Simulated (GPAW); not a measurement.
# O K-edge XANES of NaWO3 (Pm-3m), part 2 of 3

Aim: the near-edge shape at the O K edge of NaWO3 (Pm-3m), and what the core hole does to it.

GPAW 26.7.0; X-ray absorption from dipole matrix elements to empty bands, plane-wave PAW LDA.

So far. Step 2 (The field without a hole): The mesh shows no gap, so the system is treated as a metal and the core electron is put at the Fermi level (neutral cell). Step 3 (Spectrum without a core hole, O atom 3): Main maxima below 24 eV (height): 1.5 eV (2.08), 5.4 eV (1.10), 8.3 eV (1.66), 12.2 eV (1.89) and 21.1 eV (0.87). A K edge sees empty p states; the first features are O p mixed into the empty d states of the W neighbours, and the broad ones above probably into the cations' higher empty bands.

The database entry behind the starting cell is an old determination (1949), so it need not match the best structure at ambient conditions.

### 5. Spectrum with XCH, O atom 3

The holes are 5.5 Å apart. In GPAW the data set carries the hole's charge, so charge=0 means a charged cell and charge=-1 a neutral one. The excited electron is kept in the cell, where it fills the lowest empty states and screens the hole. After the field has converged, empty bands are computed with the density fixed and the dipole matrix elements are summed.

Input file xas.py:

```python
import numpy as np
from ase import Atoms
from ase.parallel import parprint, paropen
from gpaw import GPAW, PW, FermiDirac, Mixer, MixerDif, setup_paths
from gpaw.test import gen
setup_paths.insert(0, '.')
gen('O', name='fch1s', xcname='LDA', corehole=(1, 0, 1), write_xml=True)
from gpaw.mpi import world
world.barrier()

atoms = Atoms('W2Na2O6',
    cell=[[3.86, 0, 3.86],
     [0, 3.86, 3.86],
     [-3.86, 0, 3.86]],
    scaled_positions=[[0.25, 0.5, 0.75],
     [0.75, 0.5, 0.25],
     [0, 0, 0],
     [0.5, 0, 0.5],
     [0.5, 0, 0],
     [0, 0, 0.5],
     [0, 0.5, 0],
     [0.5, 0.5, 0.5],
     [0, 0.5, 0.5],
     [0.5, 0.5, 0]],
    pbc=True)
atoms.calc = calc = GPAW(legacy_gpaw=True, mode=PW(500, force_complex_dtype=True), xc='LDA', setups={4: 'fch1s'},
    kpts={'size': (6, 6, 6), 'gamma': True}, occupations=FermiDirac(0.1),
    charge=-1, mixer=Mixer(0.1, 5, 50), maxiter=150,
    convergence={'density': 0.0001, 'eigenstates': 1e-6}, txt='scf.txt')
energy = atoms.get_potential_energy() + calc.get_reference_energy()
ef = calc.get_fermi_level()
out = dict(energy=energy, fermi=ef, forces=atoms.get_forces().tolist())
parprint(f'all-electron energy {energy:.4f} eV, Fermi level {ef:.4f} eV')
ev = np.array([[calc.get_eigenvalues(k, s) for k in range(len(calc.get_ibz_k_points()))] for s in range(calc.get_number_of_spins())])
out['homo'], out['lumo'], out['counts'] = ev[ev < ef].max(), ev[ev > ef].min(), sorted(set((ev < ef).sum((0, 2)).tolist()))
out['filled'] = (ev[:, 0] < ef).sum(1).tolist()

from ase.units import Ha
from gpaw.xas import dipole_matrix_elements
nb = int(calc.get_number_of_electrons() / 2) + 82
top, nb = nb, nb + 8 + nb // 12
nscf = calc.fixed_density(kpts={'size': (8, 8, 8), 'gamma': True}, nbands=nb,
    convergence={'bands': top, 'eigenstates': 5e-3}, maxiter=60, txt='nscf.txt')
cell = atoms.cell.array
ops = [cell.T @ U.T @ np.linalg.inv(cell.T) for U in nscf.wfs.kd.symmetry.op_scc]
E = np.arange(-6, 34, 0.1)
fwhm = np.interp(E, [4, 25], [0.9, 3.5])
Y, X, zero, highest = 0, 0, 1e9, 1e9
for spin in range(nscf.get_number_of_spins()):
    wfs = nscf.wfs
    mine = wfs.bd.get_slice()  # this rank's bands
    A = dipole_matrix_elements(wfs.setups[4])
    eps = np.zeros((wfs.kd.nibzkpts, nb))
    d = np.zeros((3, A.shape[1], wfs.kd.nibzkpts, nb), complex)
    for kpt in wfs.kpt_u:
        if kpt.s == spin and 4 in kpt.P_ani:
            eps[kpt.k, mine] = kpt.eps_n * Ha
            d[:, :, kpt.k, mine] = (kpt.weight * wfs.nspins / 2) ** 0.5 * np.inner(A, kpt.P_ani[4])
    world.sum(eps)
    world.sum(d)
    T = np.einsum('amkn,bmkn->abkn', d, d.conj()).real
    T = sum(np.einsum('ai,ijkn,bj->abkn', R, T, R) for R in ops) / len(ops)
    empty = eps > ef
    zero, highest = min(zero, eps[empty].min()), min(highest, eps[:, top - 1].min())
    lines = [(eps, T, empty)] if spin == 0 else lines + [(eps, T, empty)]
for eps, T, empty in lines:
    f = np.einsum('aakn->akn', T).reshape(3, -1)
    x = eps.ravel() - zero
    w = np.interp(x, E, fwhm) / 2.35482
    g = np.exp(-0.5 * ((E[:, None] - x) / w) ** 2) / (w * (2 * np.pi) ** 0.5)
    Y = Y + (f * empty.ravel()) @ g.T
    X = X + (f * ~empty.ravel()) @ g.T
out.update(E=E.round(2).tolist(), xas=Y.tolist(), xes=X.tolist(), zero=zero, valid=highest - zero, nk=len(eps), nb=nb)
for i in range(0, len(E), 10):
    parprint(f'{E[i]:7.2f}', *(f'{v:10.3e}' for v in Y[:, i]))
import json
with paropen('out.json', 'w') as f:
    json.dump(out, f)
```

Command:

```bash
$ OMP_NUM_THREADS=1 mpirun -n 4 gpaw python xas.py
```

Numbers of over 12 decimals in the logs are rounded to 6 here.

Log:

```text
Input parameters:
  charge: -1
  convergence: {density: 0.0001,
                eigenstates: 1e-06}
  kpts: {gamma: True,
         size: (6, 6, 6)}
  maxiter: 150
  mixer: {backend: pulay,
          beta: 0.1,
          method: separate,
          nmaxold: 5,
          weight: 50}
  mode: {ecut: 500.0,
         force_complex_dtype: True,
         name: pw}
  occupations: {fixmagmom: False,
                name: fermi-dirac,
                width: 0.1}
  setups: {4: fch1s}

Initialize ...

[... PAW data sets ...]

Reference energy: -897446.411201  # eV

Spin-paired calculation

[... convergence settings ...]
Symmetries present (total): 8
  [... symmetry matrices ...]

216 k-points: 6 x 6 x 6 Monkhorst-Pack grid + [1/12,1/12,1/12]
46 k-points in the irreducible part of the Brillouin zone
       k-points in crystal coordinates                weights
   0:     0.00000000    0.00000000    0.00000000          1/216
   1:     0.00000000    0.16666667    0.00000000          2/216
   2:     0.00000000    0.16666667    0.16666667          4/216
   3:     0.00000000    0.16666667    0.33333333          2/216
   4:     0.00000000    0.33333333   -0.33333333          2/216
   5:     0.00000000    0.33333333    0.00000000          2/216
   6:     0.00000000    0.33333333    0.16666667          4/216
   7:     0.00000000    0.33333333    0.33333333          4/216
   8:     0.00000000    0.33333333    0.50000000          4/216
   9:     0.00000000    0.50000000    0.00000000          1/216
          ...
  45:     0.50000000    0.50000000    0.50000000          2/216

Wave functions: Plane wave expansion
  Cutoff energy: 500.000 eV
  Number of coefficients (min, max): 2891, 2954
  Pulay-stress correction: 0.000000 eV/Ang^3 (de/decut=0.000000)
  Using FFTW library
  Wavefunction extrapolation:
    Improved wavefunction reuse through dual PAW basis

Occupation numbers: Fermi-Dirac:
  width: 0.1000  # eV

Eigensolver
   Davidson(niter=2)

Densities:
  Coarse grid: 30*30*30 grid
  Fine grid: 60*60*60 grid
  Total Charge: 0.000000

Density mixing:
  Method: separate
  Backend: pulay
  Linear mixing parameter: 0.1
  old densities: 5
  Width of damping distribution: 1.1
  Damping of long wavelength oscillations: 50

[... Hamiltonian set-up ...]
Number of atoms: 10
Number of atomic orbitals: 64
Number of bands in calculation: 52
Number of valence electrons: 79
Bands to converge: occupied

... initialized

Initializing position-dependent things.

Density initialized from atomic densities
Creating initial wave functions:
  52 bands from LCAO basis set

        W    O    W

        O         O
            Na

             O
       O         O

            Na

Atomic positions and initial magnetic moments

Positions:
   0 W     -1.930000    1.930000    5.790000    ( 0.0000,  0.0000,  0.0000)
   1 W      1.930000    1.930000    5.790000    ( 0.0000,  0.0000,  0.0000)
   2 Na     0.000000    0.000000    0.000000    ( 0.0000,  0.0000,  0.0000)
   3 Na     0.000000    0.000000    3.860000    ( 0.0000,  0.0000,  0.0000)
   4 O      1.930000    0.000000    1.930000    ( 0.0000,  0.0000,  0.0000)
   5 O     -1.930000    0.000000    1.930000    ( 0.0000,  0.0000,  0.0000)
   6 O      0.000000    1.930000    1.930000    ( 0.0000,  0.0000,  0.0000)
   7 O      0.000000    1.930000    5.790000    ( 0.0000,  0.0000,  0.0000)
   8 O     -1.930000    1.930000    3.860000    ( 0.0000,  0.0000,  0.0000)
   9 O      1.930000    1.930000    3.860000    ( 0.0000,  0.0000,  0.0000)

Unit cell:
           periodic     x           y           z      points  spacing
  1. axis:    yes    3.860000    0.000000    3.860000    30     0.1486
  2. axis:    yes    0.000000    3.860000    3.860000    30     0.1287
  3. axis:    yes   -3.860000    0.000000    3.860000    30     0.1486

  Lengths:   5.458864   5.458864   5.458864
  Angles:   60.000000  90.000000  60.000000

Effective grid spacing dv^(1/3) = 0.1621

iter:   1  -108.713122
iter:   2  -104.801361   -1.16  -1.10
iter:   3  -100.202298   -0.83  -1.19
iter:   4   -99.986341   -2.10  -1.47
iter:   5   -99.845602   -1.99  -1.57
iter:   6   -99.809163   -2.18  -2.03
iter:   7   -99.775435   -3.22  -2.29
iter:   8   -99.774315c  -4.70  -2.55
iter:   9   -99.769037c  -3.49  -2.60
iter:  10   -99.768741c  -4.34  -3.34
iter:  11   -99.768622c  -5.72  -3.49
iter:  12   -99.768588c  -6.20c -3.63
iter:  13   -99.768566c  -6.43c -3.72
iter:  14   -99.768557c  -6.77c -3.81
iter:  15   -99.768554c  -7.16c -3.93
iter:  16   -99.768551c  -7.33c -4.11c

Converged after 16 iterations.

Dipole moment: (0.000000, -0.000000, 0.000000) |e|*Ang

Energy contributions relative to reference atoms: (reference = -897446.411201)

Kinetic:        +93.235925
Potential:     -101.511169
External:        +0.000000
XC:             -91.243578
Entropy (-ST):   -0.089512
Local:           -0.204973
SIC:             +0.000000
--------------------------
Free energy:    -99.813306
Extrapolated:   -99.768551

Showing only first 2 kpts
 Kpt  Band  Eigenvalues  Occupancy
  0    37      4.56948    2.00000
  0    38      6.01846    2.00000
  0    39      6.01847    2.00000
  0    40      6.15180    2.00000

  1    37      4.57063    2.00000
  1    38      6.17662    2.00000
  1    39      6.73524    1.99997
[...]
Fermi level: 7.86177

No gap
No difference between direct/indirect transitions

Forces in eV/Ang:
  0 W     0.00000    4.87134    0.00000
  1 W     0.00000   -4.87134    0.00000
  2 Na   -0.00000    0.00000   -0.00000
  3 Na    0.00000    0.00000   -0.00000
  4 O    -0.00000    0.00000    0.00000
  5 O    -0.00000    0.00000   -0.00000
  6 O     0.00000    0.00000    0.00000
  7 O     0.00000    0.00000   -0.00000
  8 O     0.00000    0.00000    0.00000
  9 O    -0.00000    0.00000   -0.00000
Scalar-relativistic atomic LDA calculation for O (Oxygen, Z=8)
Core hole in 1s state (1s occupation: 1.0)
300 radial gridpoints.
|------------------------------------------------|
|------------------------------------------------|
[... the atom generator's iteration count ...]

Energy contributions:
-------------------------
Kinetic:      +54.046737
XC:            -5.876031
Potential:   -102.458324
-------------------------
Total:        -54.287618

state      eigenvalue         ekin         rmax
-----------------------------------------------
1s^1.0 :   -21.731873    30.611423        0.127
2s^2.0 :    -1.594915     4.066245        0.801
2p^4.0 :    -1.067100     3.825706        0.682
-----------------------------------------------
(units: Bohr and Hartree)

Generating PAW setup
Kinetic energy of the core from tauc = 30.636371
Cutoffs:
rc(s)=1.300
rc(p)=1.130
rc(d)=1.170
rc(vbar)=1.300
rc(comp)=1.260
rc(nct)=1.300

Kinetic energy of the core states: 30.611423
Charge: 1.0
Core electrons: 1.0
Valence electrons: 6.0
Pseudo-core charge: 0.000198
Shape function alpha=6.299
Pseudo-electron charge 5.280306
state    eigenvalue         norm
--------------------------------
2s(2) :    -1.594915     1.065643
*s    :    -0.594915
2p(4) :    -1.067100     0.787205
*p    :    -0.067100
*d    :     0.000000
--------------------------------

Diagonalizing with gridspacing h=0.050

state   all-electron     PAW
-------------------------------
2s:      -1.594915    -1.596334
2p:      -1.067100    -1.073375
*d:                   -0.060686
*f:                   -0.013559
-------------------------------
all-electron energy -897546.1798 eV, Fermi level 7.8618 eV
[...]
31.00  6.443e-05  2.648e-05  6.443e-05
  32.00  6.999e-05  4.277e-05  6.999e-05
  33.00  7.735e-05  7.168e-05  7.735e-05
```

Run time: 1.7 min. Hardware: 4 MPI ranks of Intel Xeon 6975P-C (Granite Rapids), shared host; peak memory 0.59 GiB; 6.9 min of CPU time.

The O K spectrum, O atom 3, excited-electron core hole (neutral cell) (energy from the lowest empty level; intensity scaled to a mean of 1 over the first 20 eV):

```
E (eV)  intensity
  -2.0       0.00
  -1.5       0.00
  -1.0       0.00
  -0.5       0.10
   0.0       0.74
   0.5       1.59
   1.0       1.31
   1.5       0.83
   2.0       0.61
   2.5       0.39
   3.0       0.29
   3.5       0.55
   4.0       1.04
   4.5       1.47
   5.0       1.49
   5.5       1.29
   6.0       1.47
   6.5       1.86
   7.0       2.05
   7.5       2.01
   8.0       1.95
   8.5       1.67
   9.0       1.19
   9.5       0.95
  10.0       1.13
  10.5       1.45
  11.0       1.58
  11.5       1.44
  12.0       1.15
  12.5       0.86
  13.0       0.63
  13.5       0.46
  14.0       0.37
  14.5       0.34
  15.0       0.33
  15.5       0.34
  16.0       0.35
  16.5       0.38
  17.0       0.43
  17.5       0.52
  18.0       0.64
  18.5       0.76
  19.0       0.88
  19.5       0.96
  20.0       1.00
  20.5       0.98
  21.0       0.91
  21.5       0.80
  22.0       0.67
  22.5       0.54
  23.0       0.44
  23.5       0.36
  24.0       0.31
  24.5       0.28
  25.0       0.27
  25.5       0.27
  26.0       0.29
  26.5       0.32
  27.0       0.36
  27.5       0.42
  28.0       0.49
  28.5       0.55
  29.0       0.61
  29.5       0.67
  30.0       0.71
  30.5       0.76
  31.0       0.81
  31.5       0.87
  32.0       0.95
```

Main maxima below 24 eV (height): 0.6 eV (1.63), 4.8 eV (1.55), 7.1 eV (2.05), 11.0 eV (1.58) and 20.1 eV (1.00). 

The total-energy difference is 535.06 eV. One term is added: -8.83 eV, since the hole is spin-paired here and a spin-polarised one costs that much less in the free atom (computed apart). The photon energy is then 526.23 eV. The functional leaves an error in such absolute values: in the free atom LDA prices this hole 4.1 eV below PBE (computed apart), and PBE is itself good to a few eV.

### 6. Cell without a hole, the energy reference

The cell changes for the next run, so it gets a reference energy of its own.

Input file scf.py:

```python
import numpy as np
from ase import Atoms
from ase.parallel import parprint, paropen
from gpaw import GPAW, PW, FermiDirac, Mixer, MixerDif, setup_paths
from gpaw.test import gen
setup_paths.insert(0, '.')
gen('O', name='nch1s', xcname='LDA', corehole=(1, 0, 0), write_xml=True)
from gpaw.mpi import world
world.barrier()

atoms = Atoms('WNaO3',
    cell=[[3.86, 0, 0],
     [0, 3.86, 0],
     [0, 0, 3.86]],
    scaled_positions=[[0.5, 0.5, 0.5],
     [0, 0, 0],
     [0.5, 0, 0.5],
     [0, 0.5, 0.5],
     [0.5, 0.5, 0]],
    pbc=True)
atoms.calc = calc = GPAW(legacy_gpaw=True, mode=PW(500, force_complex_dtype=True), xc='LDA', setups={2: 'nch1s'},
    kpts={'size': (6, 6, 6), 'gamma': True}, occupations=FermiDirac(0.1),
    charge=0, mixer=Mixer(0.1, 5, 50), maxiter=150,
    convergence={'density': 0.0001, 'eigenstates': 1e-6}, txt='scf.txt')
energy = atoms.get_potential_energy() + calc.get_reference_energy()
ef = calc.get_fermi_level()
out = dict(energy=energy, fermi=ef, forces=atoms.get_forces().tolist())
parprint(f'all-electron energy {energy:.4f} eV, Fermi level {ef:.4f} eV')
ev = np.array([[calc.get_eigenvalues(k, s) for k in range(len(calc.get_ibz_k_points()))] for s in range(calc.get_number_of_spins())])
out['homo'], out['lumo'], out['counts'] = ev[ev < ef].max(), ev[ev > ef].min(), sorted(set((ev < ef).sum((0, 2)).tolist()))
out['filled'] = (ev[:, 0] < ef).sum(1).tolist()
import json
with paropen('out.json', 'w') as f:
    json.dump(out, f)
```

Command:

```bash
$ OMP_NUM_THREADS=1 mpirun -n 4 gpaw python scf.py
```

Log:

```text
Input parameters:
  convergence: {density: 0.0001,
                eigenstates: 1e-06}
  kpts: {gamma: True,
         size: (6, 6, 6)}
  maxiter: 150
  mixer: {backend: pulay,
          beta: 0.1,
          method: separate,
          nmaxold: 5,
          weight: 50}
  mode: {ecut: 500.0,
         force_complex_dtype: True,
         name: pw}
  occupations: {fixmagmom: False,
                name: fermi-dirac,
[...]
2s(2) :    -0.872866     1.079797
*s    :     0.127134
2p(4) :    -0.337925     0.876472
*p    :     0.662075
*d    :     0.000000
--------------------------------

Diagonalizing with gridspacing h=0.050

state   all-electron     PAW
-------------------------------
2s:      -0.872866    -0.873954
2p:      -0.337925    -0.341740
*d:                    0.050276
*f:                    0.077289
-------------------------------
all-electron energy -449040.6162 eV, Fermi level 7.1263 eV
[key lines of the parts left out:]
Converged after 11 iterations.
Dipole moment: (-0.000000, -0.000000, -0.000000) |e|*Ang
Free energy:    -42.097009
Fermi level: 7.12630
```

Wall time 6.2 s (4 MPI ranks); peak memory 0.2 GiB; 24 s of CPU time.

(Part 2 of 3 ends here.)

[Banner, clock and machine lines of the logs are left out without a mark of their own.]

[Logs are printed without paths, hosts, clocks, repeated set-up lines and the standing remarks that a program may print on its own settings, such as how far it seeks lower states.]

[Hosts, paths, dates, database ids (printed as entryN), source tags and the programs' standing remarks are cut or masked in the printed files.]

[Lists of maxima count a maximum above −3 eV only where it reaches 4 % of the highest in the window and stands out from its surroundings by 2 % of it (1.5 % where it reaches 55 %); shoulders and weaker maxima are passed over, and of the rest the first, up to two pre-edge ones and the few strongest are named.]
